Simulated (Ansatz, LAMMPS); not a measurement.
# Glassy 50SiO2-43CaO-7P2O5 (mol %) (85 atoms) under strain, part 4 of 5

How stiff is glassy 50SiO2-43CaO-7P2O5 (mol %) (85 atoms), and how do its levels respond to strain?

Ansatz 0.2.0; Kohn-Sham DFT, RPBE, PAW (set soft_2), plane waves.

The cell: 15 Si, 13 Ca, 4 P and 53 O. The quench rate of 30 K/ps far exceeds what a furnace or splat quench reaches. The network of bonds at the start is that of the classical potential that made the cell. Sampling is at Γ alone.

So far. Step 5 (Volume -3 %): The relaxation converged after 8 steps, 0.290 eV below its start, with a largest force component of 0.022 eV/Å. Step 5 (Volume -3 %): Volume -3 %: the energy stands 0.191 eV above that of the reference, at a pressure of 1.73 GPa.

### Step 6. Volume +3 %

The relaxed cell is scaled to another volume.

Input file input.yaml:

```yaml
crystal:
  lattice:
    - [10.81494, 0.08495, 0.42994]
    - [0.08495, 10.82771, -0.1856]
    - [0.42994, -0.1856, 10.85214]
  atoms:
    [... the 85 atom lines of step 4 ...]
kpoints:
  mp_grid: { grid: [1, 1, 1] }
hamiltonian:
  xc: rpbe
scf:
  occupations: { method: fixed }
output:
  forces: true
  eigenvalues: true
  stress: true
relax:
  f_tol: 0.05
  max_steps: 70
```

Started as:

```bash
$ ansatz run input.yaml --threads 4 --pin off --max-ram 8192MiB --backend cpu --events-out ev --progress --plain --runs-dir out
```

Numbers of over 12 decimals in the logs are rounded to 6 here.

The program printed:

```text
[...]
Crystal: 85 atoms, lattice volume = 1268.331 Å³
Basis set: ecut = 420 eV, 24757 PW (Γ), exchange–correlation on 150×150×150 points (8 copies of the dense FFT grid, shifted against one another)
Bands: 349, of which v1, the nominal top of the filled ones, is band 264 counted from 1 (263 counted from 0)
Symmetry: 1 space group operations
[...]
k-points: 1
[...]
SCF iter   1: F=—  HF=-66568.727524 eV  |F-HF|=—  |Δ(HF+E_count)|=         —  Δρ=4.14e-3  dr2=2.25e-1  ethr=1.77e-3  ⟨swp⟩=7.0  Hψ=1368  notcnv=0  defer=83
[...]
SCF iter   6: F=—  HF=-66568.690425 eV  |F-HF|=—  |Δ(HF+E_count)|=   2.09e-4  Δρ=4.35e-5  dr2=2.19e-5  ethr=2.37e-8  ⟨swp⟩=3.0  Hψ=559  notcnv=0  defer=83
SCF iter   7: F=-66568.690445 eV  HF=-66568.690445 eV  |F-HF|=4.99e-7  |Δ(HF+E_count)|=   1.96e-5  Δρ=2.06e-5  dr2=4.36e-6  ethr=4.16e-9  ⟨swp⟩=24.0  Hψ=3137  notcnv=0
SCF 1 converged in 7 iterations: F = -66568.690445 eV  dr2 = 4.36e-6
[...]
relax step   1: F+E_penalty+E_count = -66568.69044536 eV  Δ(F+E_penalty+E_count) = +0.000e0 eV  max|allowed force component| = 5.724e-1 eV/Å  Δτ_max = 0.0000 Å  (7 SCF iters, dr2 threshold 6.25e-5 eV, accepted)
[...]
relax step   2: F+E_penalty+E_count = -66568.85501132 eV  Δ(F+E_penalty+E_count) = -1.646e-1 eV  max|allowed force component| = 3.209e-1 eV/Å  Δτ_max = 0.0506 Å  (6 SCF iters, dr2 threshold 2.05e-5 eV, accepted)
[...]
relax step   3: F+E_penalty+E_count = -66568.92955337 eV  Δ(F+E_penalty+E_count) = -7.454e-2 eV  max|allowed force component| = 1.731e-1 eV/Å  Δτ_max = 0.0656 Å  (7 SCF iters, dr2 threshold 6.44e-6 eV, accepted)
relax step   4: F+E_penalty+E_count = -66568.91449445 eV  Δ(F+E_penalty+E_count) = +1.506e-2 eV  max|allowed force component| = 4.169e-1 eV/Å  Δτ_max = 0.2000 Å  (7 SCF iters, dr2 threshold 8.73e-6 eV, rejected (line search))
relax step   5: F+E_penalty+E_count = -66568.96024443 eV  Δ(F+E_penalty+E_count) = -3.069e-2 eV  max|allowed force component| = 9.844e-2 eV/Å  Δτ_max = 0.0980 Å  (9 SCF iters, accepted)
relax step   6: F+E_penalty+E_count = -66568.96540060 eV  Δ(F+E_penalty+E_count) = -5.156e-3 eV  max|allowed force component| = 8.759e-2 eV/Å  Δτ_max = 0.1000 Å  (7 SCF iters, dr2 threshold 2.82e-6 eV, accepted)
relax step   7: F+E_penalty+E_count = -66568.97107275 eV  Δ(F+E_penalty+E_count) = -5.672e-3 eV  max|allowed force component| = 9.595e-2 eV/Å  Δτ_max = 0.0254 Å  (8 SCF iters, accepted)
relax step   8: F+E_penalty+E_count = -66568.97160463 eV  Δ(F+E_penalty+E_count) = -5.319e-4 eV  max|allowed force component| = 1.076e-1 eV/Å  Δτ_max = 0.0947 Å  (7 SCF iters, dr2 threshold 7.29e-6 eV, accepted)
relax step   9: F+E_penalty+E_count = -66568.97620620 eV  Δ(F+E_penalty+E_count) = -4.602e-3 eV  max|allowed force component| = 5.048e-2 eV/Å  Δτ_max = 0.0262 Å  (6 SCF iters, dr2 threshold 1.16e-5 eV, accepted)
[...]
relax step  10: F+E_penalty+E_count = -66568.97741201 eV  Δ(F+E_penalty+E_count) = -1.206e-3 eV  max|allowed force component| = 3.809e-2 eV/Å  Δτ_max = 0.0230 Å  (7 SCF iters, accepted)
SCF converged after 7 iterations
Free energy (F): -66568.977412 eV
[...]
Internal energy: -66568.977412 eV  (E = F + TS)
E sigma→0 (E₀):  -66568.977412 eV
Fermi energy:    3.796827 eV
[...]
Σ components = -66568.977412   (vs F -66568.977412, Δ=0.00e0)
--- Forces (eV/Å), atoms counted from 1 ---
  atom   1  Si     0.02351009    -0.02547987    -0.00597366
  atom   2  Si    -0.00147171     0.00881389    -0.00886208
  atom   3  Si    -0.01095829     0.00103876    -0.00414492
  atom   4  Si     0.03078714     0.01686650     0.02042095
[...]
atom  85  O      0.00450487     0.00156318     0.00691518
  max |Σ_I F_I| component: 6.53e-5 eV/Å
--- Stress (GPa, compression-positive) ---
       -1.133926      -0.124382       0.000116
       -0.124381      -1.343793      -0.317111
        0.000117      -0.317111      -1.157268
  P = ⅓ Tr σ = -1.2117 GPa (-12.117 kbar)
--- Band table (eV) ---
[...]
--- Relaxed structure (10 steps of the walk, 9 accepted, 0 SCFs on fresh bases) ---
  F+E_penalty+E_count = -66568.97741201 eV   max|allowed force component| = 3.809e-2 eV/Å
  atoms:
    - { symbol: Si, position: [0.632955, 0.449376, 0.556291] }
    - { symbol: Si, position: [0.406963, 0.769674, 0.822332] }
    - { symbol: Si, position: [0.334118, 0.015916, 0.969429] }
    - { symbol: Si, position: [0.501957, 0.425171, 0.181781] }
[...]
- { symbol: O, position: [0.569228, 0.516881, 0.883106] }
```

Elapsed: 84 s, on 4 threads of Intel Xeon Platinum 8488C (Sapphire Rapids), shared host; peak memory 1.6 GiB.

The relaxation converged after 10 steps, 0.287 eV below its start, with a largest force component of 0.038 eV/Å.

Volume +3 %: the energy stands 0.150 eV above that of the reference, at a pressure of -1.21 GPa.

### Step 7. Volume -6 %

The relaxed cell is scaled to another volume.

input.yaml, the sections that differ from step 6:

```yaml
crystal:
  lattice:
    - [10.49029, 0.0824, 0.41703]
    - [0.0824, 10.50268, -0.18003]
    - [0.41703, -0.18003, 10.52638]
  atoms:
    [... the 85 atom lines of step 4 ...]
# kpoints, hamiltonian, scf, output, relax: as in step 6
```

The program printed:

```text
[...]
Crystal: 85 atoms, lattice volume = 1157.506 Å³
Basis set: ecut = 420 eV, 22645 PW (Γ), exchange–correlation on 144×144×144 points (8 copies of the dense FFT grid, shifted against one another)
Bands: 349, of which v1, the nominal top of the filled ones, is band 264 counted from 1 (263 counted from 0)
Symmetry: 1 space group operations
[...]
k-points: 1
[...]
SCF iter   1: F=—  HF=-66567.109331 eV  |F-HF|=—  |Δ(HF+E_count)|=         —  Δρ=4.32e-3  dr2=2.21e-1  ethr=1.77e-3  ⟨swp⟩=7.0  Hψ=1369  notcnv=0  defer=83
[...]
SCF iter   6: F=—  HF=-66567.082866 eV  |F-HF|=—  |Δ(HF+E_count)|=   2.13e-4  Δρ=3.98e-5  dr2=1.71e-5  ethr=2.17e-8  ⟨swp⟩=3.0  Hψ=562  notcnv=0  defer=83
SCF iter   7: F=-66567.082886 eV  HF=-66567.082885 eV  |F-HF|=1.05e-6  |Δ(HF+E_count)|=   1.85e-5  Δρ=1.89e-5  dr2=3.43e-6  ethr=3.23e-9  ⟨swp⟩=25.0  Hψ=3026  notcnv=0
SCF 1 converged in 7 iterations: F = -66567.082886 eV  dr2 = 3.43e-6
[...]
relax step   1: F+E_penalty+E_count = -66567.08288593 eV  Δ(F+E_penalty+E_count) = +0.000e0 eV  max|allowed force component| = 1.342e0 eV/Å  Δτ_max = 0.0000 Å  (7 SCF iters, dr2 threshold 6.25e-5 eV, accepted)
[...]
relax step   2: F+E_penalty+E_count = -66567.83765643 eV  Δ(F+E_penalty+E_count) = -7.548e-1 eV  max|allowed force component| = 6.565e-1 eV/Å  Δτ_max = 0.0863 Å  (6 SCF iters, dr2 threshold 1.00e-4 eV, accepted)
[...]
relax step   3: F+E_penalty+E_count = -66568.17627686 eV  Δ(F+E_penalty+E_count) = -3.386e-1 eV  max|allowed force component| = 2.996e-1 eV/Å  Δτ_max = 0.1011 Å  (7 SCF iters, dr2 threshold 2.69e-5 eV, accepted)
relax step   4: F+E_penalty+E_count = -66568.07200429 eV  Δ(F+E_penalty+E_count) = +1.043e-1 eV  max|allowed force component| = 1.120e0 eV/Å  Δτ_max = 0.2000 Å  (7 SCF iters, dr2 threshold 1.87e-5 eV, rejected (line search))
relax step   5: F+E_penalty+E_count = -66568.27964618 eV  Δ(F+E_penalty+E_count) = -1.034e-1 eV  max|allowed force component| = 1.622e-1 eV/Å  Δτ_max = 0.0943 Å  (10 SCF iters, accepted)
relax step   6: F+E_penalty+E_count = -66568.28891200 eV  Δ(F+E_penalty+E_count) = -9.266e-3 eV  max|allowed force component| = 2.702e-1 eV/Å  Δτ_max = 0.1000 Å  (7 SCF iters, dr2 threshold 5.48e-6 eV, accepted)
relax step   7: F+E_penalty+E_count = -66568.24640672 eV  Δ(F+E_penalty+E_count) = +4.251e-2 eV  max|allowed force component| = 5.664e-1 eV/Å  Δτ_max = 0.1500 Å  (7 SCF iters, dr2 threshold 2.14e-5 eV, rejected (line search))
relax step   8: F+E_penalty+E_count = -66568.31288405 eV  Δ(F+E_penalty+E_count) = -2.397e-2 eV  max|allowed force component| = 5.731e-2 eV/Å  Δτ_max = 0.0750 Å  (9 SCF iters, accepted)
relax step   9: F+E_penalty+E_count = -66568.31632281 eV  Δ(F+E_penalty+E_count) = -3.439e-3 eV  max|allowed force component| = 5.803e-2 eV/Å  Δτ_max = 0.0750 Å  (9 SCF iters, accepted)
relax step  10: F+E_penalty+E_count = -66568.31961088 eV  Δ(F+E_penalty+E_count) = -3.288e-3 eV  max|allowed force component| = 5.018e-2 eV/Å  Δτ_max = 0.0117 Å  (7 SCF iters, accepted)
relax step  11: F+E_penalty+E_count = -66568.31168993 eV  Δ(F+E_penalty+E_count) = +7.921e-3 eV  max|allowed force component| = 1.343e-1 eV/Å  Δτ_max = 0.0865 Å  (9 SCF iters, rejected (line search))
[...]
relax step  12: F+E_penalty+E_count = -66568.32234384 eV  Δ(F+E_penalty+E_count) = -2.733e-3 eV  max|allowed force component| = 2.893e-2 eV/Å  Δτ_max = 0.0422 Å  (9 SCF iters, accepted)
SCF converged after 9 iterations
Free energy (F): -66568.322344 eV
[...]
Internal energy: -66568.322344 eV  (E = F + TS)
E sigma→0 (E₀):  -66568.322344 eV
Fermi energy:    4.696080 eV
[...]
Σ components = -66568.322344   (vs F -66568.322344, Δ=0.00e0)
--- Forces (eV/Å), atoms counted from 1 ---
  atom   1  Si    -0.00179067    -0.01472153     0.00253929
  atom   2  Si     0.00354641    -0.01732181    -0.01459452
  atom   3  Si    -0.00906858     0.02199311    -0.01384923
  atom   4  Si    -0.00927924     0.00551999    -0.00490686
[...]
atom  85  O      0.00056522     0.00536727     0.01118022
  max |Σ_I F_I| component: 6.18e-5 eV/Å
--- Stress (GPa, compression-positive) ---
        3.306807       0.416706      -0.274021
        0.416710       3.925851       0.483488
       -0.274023       0.483487       3.638024
  P = ⅓ Tr σ = 3.6236 GPa (36.236 kbar)
--- Band table (eV) ---
[...]
--- Relaxed structure (12 steps of the walk, 9 accepted, 0 SCFs on fresh bases) ---
  F+E_penalty+E_count = -66568.32234384 eV   max|allowed force component| = 2.893e-2 eV/Å
  atoms:
    - { symbol: Si, position: [0.643202, 0.435202, 0.549261] }
    - { symbol: Si, position: [0.408477, 0.753562, 0.828541] }
    - { symbol: Si, position: [0.335889, 0.010077, 0.965446] }
    - { symbol: Si, position: [0.504882, 0.419265, 0.183368] }
[...]
- { symbol: O, position: [0.543418, 0.522572, 0.873393] }
```

Wall time 95 s (4 threads); peak memory 1.5 GiB; 5.8 min of CPU time.

The relaxation converged after 12 steps, 1.24 eV below its start, with a largest force component of 0.029 eV/Å.

Volume -6 %: the energy stands 0.805 eV above that of the reference, at a pressure of 3.62 GPa.

### Step 8. Volume +6 %

The relaxed cell is scaled to another volume.

Input and log are left out; they have the form of those shown for this kind of step.

Elapsed: 2.6 min, on 4 threads of Intel Xeon Platinum 8488C (Sapphire Rapids), shared host; peak memory 1.7 GiB.

The relaxation converged after 18 steps, 1.15 eV below its start, with a largest force component of 0.028 eV/Å.

Volume +6 %: the energy stands 0.506 eV above that of the reference, at a pressure of -2.05 GPa.

### Step 9. Volume -10 %

The relaxed cell is scaled to another volume.

Input and log are left out; they have the form of those shown for this kind of step.

The job ended after 3 min (4 threads of Intel Xeon Platinum 8488C (Sapphire Rapids), shared host; peak memory 1.5 GiB).

The relaxation converged after 24 steps, 4.03 eV below its start, with a largest force component of 0.025 eV/Å.

Volume -10 %: the energy stands 2.09 eV above that of the reference, at a pressure of 5.91 GPa.

### Step 10. Stretched by 1 % along x

The relaxed cell is strained along x alone, which gives the stiffness along x and its coupling to y and z.

input.yaml, the sections that differ from step 7:

```yaml
crystal:
  lattice:
    - [10.81599, 0.08412, 0.42572]
    - [0.08496, 10.72155, -0.18378]
    - [0.42998, -0.18378, 10.74574]
  atoms:
    [... the 85 atom lines of step 4 ...]
# kpoints, hamiltonian, scf, output, relax: as in step 7
```

The program printed:

```text
[...]
Crystal: 85 atoms, lattice volume = 1243.703 Å³
Basis set: ecut = 420 eV, 24305 PW (Γ), exchange–correlation on 150×144×144 points (8 copies of the dense FFT grid, shifted against one another)
Bands: 349, of which v1, the nominal top of the filled ones, is band 264 counted from 1 (263 counted from 0)
Symmetry: 1 space group operations
[...]
k-points: 1
[...]
SCF iter   1: F=—  HF=-66569.072837 eV  |F-HF|=—  |Δ(HF+E_count)|=         —  Δρ=4.17e-3  dr2=2.23e-1  ethr=1.77e-3  ⟨swp⟩=7.0  Hψ=1377  notcnv=0  defer=83
[...]
SCF iter   7: F=-66569.036908 eV  HF=-66569.036908 eV  |F-HF|=4.14e-7  |Δ(HF+E_count)|=   1.83e-5  Δρ=2.09e-5  dr2=4.39e-6  ethr=4.04e-9  ⟨swp⟩=27.0  Hψ=3235  notcnv=0
SCF 1 converged in 7 iterations: F = -66569.036908 eV  dr2 = 4.39e-6
[...]
relax step   1: F+E_penalty+E_count = -66569.03690815 eV  Δ(F+E_penalty+E_count) = +0.000e0 eV  max|allowed force component| = 5.560e-1 eV/Å  Δτ_max = 0.0000 Å  (7 SCF iters, dr2 threshold 6.25e-5 eV, accepted)
[...]
relax step   2: F+E_penalty+E_count = -66569.07981419 eV  Δ(F+E_penalty+E_count) = -4.291e-2 eV  max|allowed force component| = 3.204e-1 eV/Å  Δτ_max = 0.0265 Å  (5 SCF iters, dr2 threshold 1.93e-5 eV, accepted)
[...]
relax step   3: F+E_penalty+E_count = -66569.09907428 eV  Δ(F+E_penalty+E_count) = -1.926e-2 eV  max|allowed force component| = 1.536e-1 eV/Å  Δτ_max = 0.0328 Å  (6 SCF iters, dr2 threshold 6.42e-6 eV, accepted)
relax step   4: F+E_penalty+E_count = -66569.10197955 eV  Δ(F+E_penalty+E_count) = -2.905e-3 eV  max|allowed force component| = 4.963e-2 eV/Å  Δτ_max = 0.0122 Å  (5 SCF iters, dr2 threshold 5.43e-6 eV, accepted)
[...]
relax step   5: F+E_penalty+E_count = -66569.10198048 eV  Δ(F+E_penalty+E_count) = -9.295e-7 eV  max|allowed force component| = 4.963e-2 eV/Å  Δτ_max = 0.0000 Å  (4 SCF iters, accepted)
SCF converged after 4 iterations
Free energy (F): -66569.101980 eV
[...]
Internal energy: -66569.101980 eV  (E = F + TS)
E sigma→0 (E₀):  -66569.101980 eV
Fermi energy:    4.016385 eV
[...]
--- Forces (eV/Å), atoms counted from 1 ---
  atom   1  Si     0.01930726    -0.01188950    -0.00875691
  atom   2  Si    -0.02665983     0.03515163     0.00028368
  atom   3  Si     0.00075816    -0.02877426    -0.00535739
  atom   4  Si    -0.02476961    -0.01919711     0.02092056
  atom   5  Si    -0.03094688    -0.00829037    -0.00098730
  atom   6  Si    -0.03717350     0.00263197    -0.01444585
  atom   7  Si    -0.01256236    -0.02210026     0.02705645
  atom   8  Si    -0.03707067     0.00218840     0.01850186
  atom   9  Si     0.01406945     0.00583029     0.00605571
  atom  10  Si    -0.00135842    -0.00614113     0.00469501
  atom  11  Si     0.03405671    -0.00162924     0.00555256
  atom  12  Si    -0.00746356     0.02213966    -0.01510732
  atom  13  Si     0.01355121    -0.03491054    -0.01710922
  atom  14  Si     0.01302096     0.00974504     0.01673371
[...]
atom  84  O     -0.04350501     0.01294447     0.00361312
  atom  85  O     -0.00866171     0.02787056     0.00532891
  max |Σ_I F_I| component: 1.06e-4 eV/Å
--- Stress (GPa, compression-positive) ---
       -0.718824      -0.143110       0.055946
       -0.143109      -0.352485      -0.025160
        0.055947      -0.025160      -0.333126
  P = ⅓ Tr σ = -0.4681 GPa (-4.681 kbar)
--- Band table (eV) ---
[...]
--- Relaxed structure (5 steps of the walk, 5 accepted, 0 SCFs on fresh bases) ---
  F+E_penalty+E_count = -66569.10198048 eV   max|allowed force component| = 4.963e-2 eV/Å
  atoms:
    - { symbol: Si, position: [0.635214, 0.446267, 0.551419] }
    - { symbol: Si, position: [0.408238, 0.765307, 0.824656] }
    - { symbol: Si, position: [0.334297, 0.014951, 0.968268] }
    - { symbol: Si, position: [0.504145, 0.424524, 0.181988] }
[...]
- { symbol: O, position: [0.553016, 0.517792, 0.875147] }
```

Wall time 35 s (4 threads); peak memory 1.6 GiB.

The relaxation converged after 5 steps, 0.0651 eV below its start, with a largest force component of 0.050 eV/Å.

Stretched by 1 % along x: the energy stands 0.0253 eV above that of the reference, at a pressure of -0.468 GPa.

### Step 11. Compressed by 1 % along x

The relaxed cell is strained along x alone, which gives the stiffness along x and its coupling to y and z.

input.yaml, the sections that differ from step 10:

```yaml
crystal:
  lattice:
    - [10.60181, 0.08412, 0.42572]
    - [0.08328, 10.72155, -0.18378]
    - [0.42146, -0.18378, 10.74574]
  atoms:
    [... the 85 atom lines of step 4 ...]
# kpoints, hamiltonian, scf, output, relax: as in step 10
```

The program printed:

```text
[...]
Crystal: 85 atoms, lattice volume = 1219.075 Å³
Basis set: ecut = 420 eV, 23795 PW (Γ), exchange–correlation on 144×144×144 points (8 copies of the dense FFT grid, shifted against one another)
Bands: 349, of which v1, the nominal top of the filled ones, is band 264 counted from 1 (263 counted from 0)
Symmetry: 1 space group operations
[...]
k-points: 1
[...]
SCF iter   1: F=—  HF=-66569.061091 eV  |F-HF|=—  |Δ(HF+E_count)|=         —  Δρ=4.21e-3  dr2=2.22e-1  ethr=1.77e-3  ⟨swp⟩=7.0  Hψ=1365  notcnv=0  defer=83
[...]
SCF iter   6: F=—  HF=-66569.026459 eV  |F-HF|=—  |Δ(HF+E_count)|=   2.17e-4  Δρ=4.24e-5  dr2=1.96e-5  ethr=2.25e-8  ⟨swp⟩=3.0  Hψ=562  notcnv=0  defer=83
SCF iter   7: F=-66569.026478 eV  HF=-66569.026477 eV  |F-HF|=1.12e-7  |Δ(HF+E_count)|=   1.83e-5  Δρ=2.11e-5  dr2=4.39e-6  ethr=3.71e-9  ⟨swp⟩=27.0  Hψ=3259  notcnv=0
SCF 1 converged in 7 iterations: F = -66569.026478 eV  dr2 = 4.39e-6
[...]
relax step   1: F+E_penalty+E_count = -66569.02647756 eV  Δ(F+E_penalty+E_count) = +0.000e0 eV  max|allowed force component| = 5.899e-1 eV/Å  Δτ_max = 0.0000 Å  (7 SCF iters, dr2 threshold 6.25e-5 eV, accepted)
[...]
relax step   2: F+E_penalty+E_count = -66569.07037151 eV  Δ(F+E_penalty+E_count) = -4.389e-2 eV  max|allowed force component| = 3.286e-1 eV/Å  Δτ_max = 0.0208 Å  (5 SCF iters, dr2 threshold 2.18e-5 eV, accepted)
[...]
relax step   3: F+E_penalty+E_count = -66569.08973672 eV  Δ(F+E_penalty+E_count) = -1.937e-2 eV  max|allowed force component| = 1.546e-1 eV/Å  Δτ_max = 0.0258 Å  (6 SCF iters, dr2 threshold 6.75e-6 eV, accepted)
relax step   4: F+E_penalty+E_count = -66569.06763549 eV  Δ(F+E_penalty+E_count) = +2.210e-2 eV  max|allowed force component| = 2.534e-1 eV/Å  Δτ_max = 0.0833 Å  (7 SCF iters, dr2 threshold 5.29e-6 eV, rejected (line search))
[...]
relax step   5: F+E_penalty+E_count = -66569.09329946 eV  Δ(F+E_penalty+E_count) = -3.563e-3 eV  max|allowed force component| = 4.660e-2 eV/Å  Δτ_max = 0.0195 Å  (9 SCF iters, accepted)
SCF converged after 9 iterations
Free energy (F): -66569.093299 eV
[...]
Internal energy: -66569.093299 eV  (E = F + TS)
E sigma→0 (E₀):  -66569.093299 eV
Fermi energy:    4.175390 eV
[...]
Σ components = -66569.093299   (vs F -66569.093299, Δ=0.00e0)
--- Forces (eV/Å), atoms counted from 1 ---
  atom   1  Si    -0.00149934     0.01614496    -0.00455080
  atom   2  Si    -0.00688256     0.00162857    -0.00042124
  atom   3  Si     0.00155246     0.02463981    -0.03289997
  atom   4  Si     0.01388073     0.01600366    -0.01890502
[...]
atom  85  O      0.01060798    -0.01688799     0.00476210
  max |Σ_I F_I| component: 6.58e-5 eV/Å
--- Stress (GPa, compression-positive) ---
        0.792194       0.125320      -0.037933
        0.125321       0.396471      -0.012337
       -0.037934      -0.012338       0.350801
  P = ⅓ Tr σ = 0.5132 GPa (5.132 kbar)
--- Band table (eV) ---
[...]
--- Relaxed structure (5 steps of the walk, 4 accepted, 0 SCFs on fresh bases) ---
  F+E_penalty+E_count = -66569.09329946 eV   max|allowed force component| = 4.660e-2 eV/Å
  atoms:
    - { symbol: Si, position: [0.637862, 0.442047, 0.550653] }
    - { symbol: Si, position: [0.406948, 0.762978, 0.824149] }
    - { symbol: Si, position: [0.334029, 0.012566, 0.967957] }
    - { symbol: Si, position: [0.506223, 0.421567, 0.183162] }
[...]
- { symbol: O, position: [0.550664, 0.518217, 0.873155] }
```

It took 38 s on 4 threads; peak memory 1.6 GiB.

The relaxation converged after 5 steps, 0.0668 eV below its start, with a largest force component of 0.047 eV/Å.

Compressed by 1 % along x: the energy stands 0.0340 eV above that of the reference, at a pressure of 0.513 GPa.

(Part 4 of 5 ends here.)

[Logs are printed without paths, hosts, clocks, repeated set-up lines and the standing remarks that a program may print on its own settings, such as how far it seeks lower states.]

[Hosts, paths, dates, database ids (printed as entryN), source tags and the programs' standing remarks are cut or masked in the printed files.]
